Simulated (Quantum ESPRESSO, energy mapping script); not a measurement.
Computed results, one entry a study.

```
! title: Spin model of NiO from collinear orders (isotropic strain to volume × 0.955)
! method: PBE with U = 6 eV on Ni d, ortho-atomic projectors, GBRV potentials (and 1 further level or step)
! program: Quantum ESPRESSO 7.5 and energy mapping script 1
! settings of one run: cutoff 612.26 eV, 8×8×8 k-mesh, Fermi-Dirac occupations, smearing width 0.05 eV, collinear spin, GBRV 1.5 ultrasoft, starting moments 2 -2 0 0 μB
! notes: Level: PBE with U = 6 eV on Ni d, ortho-atomic projectors, Quantum ESPRESSO with GBRV potentials. Isotropic strain to volume × 0.955. The state is antiferromagnetic; only a few collinear orders were tried. Couplings are for E = −Σ J e·e over ordered pairs of unit vectors. The straight metal–ligand–metal path outweighs the right-angled one, the pattern expected of superexchange through one ligand p orbital, which these runs do not test.
! lowest order tried: compensated +− in cell B
! largest fitted value (a combination of shells), Ni–Ni at 4.11 Å: -10.8 meV
! ordering temperature, mean field: 464 K
! heat-capacity peak, Monte Carlo: 309 K
CELL_PARAMETERS angstrom
0.00000 -2.05413 -2.05413
-2.05413 0.00000 -2.05413
2.05413 2.05413 -4.10826
ATOMIC_POSITIONS crystal
Ni 0.50000 0.50000 0.50000
Ni 0.00000 0.00000 0.00000
O 0.75000 0.75000 0.75000
O 0.25000 0.25000 0.25000
```

```
! title: NiO: J from the energies of magnetic orders
! method: PBE with U = 6 eV on Ni d, ortho-atomic projectors, GBRV potentials (and 1 further level or step)
! program: Quantum ESPRESSO 7.5 and energy mapping script 1
! settings of one run: cutoff 612.26 eV, 8×8×8 k-mesh, Fermi-Dirac occupations, smearing width 0.05 eV, collinear spin, GBRV 1.5 ultrasoft, starting moments 2 -2 0 0 μB
! notes: Level: PBE with U = 6 eV on Ni d, ortho-atomic projectors, Quantum ESPRESSO with GBRV potentials. Isotropic strain to volume × 1. The state is antiferromagnetic; only a few collinear orders were tried. Couplings are for E = −Σ J e·e over ordered pairs of unit vectors. The straight metal–ligand–metal path outweighs the right-angled one, the pattern expected of superexchange through one ligand p orbital, which these runs do not test. The classical value and the one scaled by (S+1)/S differ by a factor of 2, so closeness of either to the measured temperature is partly a matter of convention.
! lowest order tried: compensated +− in cell B
! largest fitted value (a combination of shells), Ni–Ni at 4.17 Å: -9.40 meV
! ordering temperature, mean field: 404 K
! heat-capacity peak, Monte Carlo: 269 K
CELL_PARAMETERS angstrom
0.00000 -2.08590 -2.08590
-2.08590 0.00000 -2.08590
2.08590 2.08590 -4.17180
ATOMIC_POSITIONS crystal
Ni 0.50000 0.50000 0.50000
Ni 0.00000 0.00000 0.00000
O 0.75000 0.75000 0.75000
O 0.25000 0.25000 0.25000
```

[Logs and program files are shortened in this print: banners, set-up blocks, solver, clock and traceback lines can be left out without a mark of their own.]

[Logs are printed without paths, hosts, clocks, repeated set-up lines and the standing remarks that a program may print on its own settings, such as how far it seeks lower states.]

[Hosts, paths, dates, database ids (printed as entryN), source tags and the programs' standing remarks are cut or masked in the printed files.]

[Where a cell is said to come from a database of computed structures, the database is the Materials Project.]
